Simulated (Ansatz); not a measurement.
Planning a run of Ansatz 0.2.0 on In2O3 (R-3c). The input:

```yaml
crystal:
  lattice:
    - [2.68863, 1.5522812542, 4.8366666667]
    - [-2.68863, 1.5522812542, 4.8366666667]
    - [0.0, -3.1045625085, 4.8366666667]
  atoms:
    - { symbol: In, position: [0.3567947418, 0.3567947418, 0.3567947418] }
    - { symbol: In, position: [0.1432052582, 0.1432052582, 0.1432052582] }
    - { symbol: In, position: [0.6432052582, 0.6432052582, 0.6432052582] }
    - { symbol: In, position: [0.8567947418, 0.8567947418, 0.8567947418] }
    - { symbol: O, position: [0.5455471797, 0.9544528203, 0.25] }
    - { symbol: O, position: [0.25, 0.5455471797, 0.9544528203] }
    - { symbol: O, position: [0.9544528203, 0.25, 0.5455471797] }
    - { symbol: O, position: [0.4544528203, 0.0455471797, 0.75] }
    - { symbol: O, position: [0.75, 0.4544528203, 0.0455471797] }
    - { symbol: O, position: [0.0455471797, 0.75, 0.4544528203] }
kpoints:
  mp_grid: { grid: [4, 4, 4] }
  band_path:
    path:
      - [0.0, 0.0, 0.0]
      - [0.5, 0.5, 0.5]
      - [0.76183349, 0.23816651, 0.5]
      - [0.5, -0.23816651, 0.23816651]
      - [0.5, 0.0, 0.0]
      - [0.36908326, -0.36908326, 0.0]
      - [0.63091674, 0.0, 0.36908326]
      - [0.5, 0.0, 0.5]
      - [0.3, 0.0, 0.0]
    npoints: 1
hamiltonian:
  xc: hse06
  pseudopotentials: { kind: paw, azcp: { folder: soft_1 } }
scf:
  occupations: { method: fixed }
  n_extra_bands: 7
output:
  eigenvalues: true
```

```sh
ansatz run input.yaml --threads 4 --pin off --max-ram 138240MiB --backend cuda --events-out ev --progress --plain --runs-dir out --devices 1 --max-vram 26GiB
```

Q: How long will it take on 1 × NVIDIA H100 80GB HBM3 (shared by 3 runs) with 4 threads of AMD EPYC 7R13 (Zen 3), shared host, and how much memory?

It took 34 s; on shared hardware allow 17 s to 69 s. Peak host memory was 1.5 GiB. The sizes that set the cost: 2339 plane waves a state, 13 irreducible k points and 13 SCF cycles.

Exact exchange couples every pair of k points and filled bands, so it costs far more than a semilocal run.

[Paths, hosts, dates, memory and timing lines, banners, echoed tables and standing remarks are left out of the program output.]

[Logs are printed without paths, hosts, clocks, repeated set-up lines and the standing remarks that a program may print on its own settings, such as how far it seeks lower states.]

[Runs of the session that timed out or met a known fault of the program may be left out.]

[Cells called generated may have been cut or substituted from an entry of the Crystallography Open Database or the Materials Project.]

[Hosts, paths, dates, database ids (printed as entryN), source tags and the programs' standing remarks are cut or masked in the printed files.]
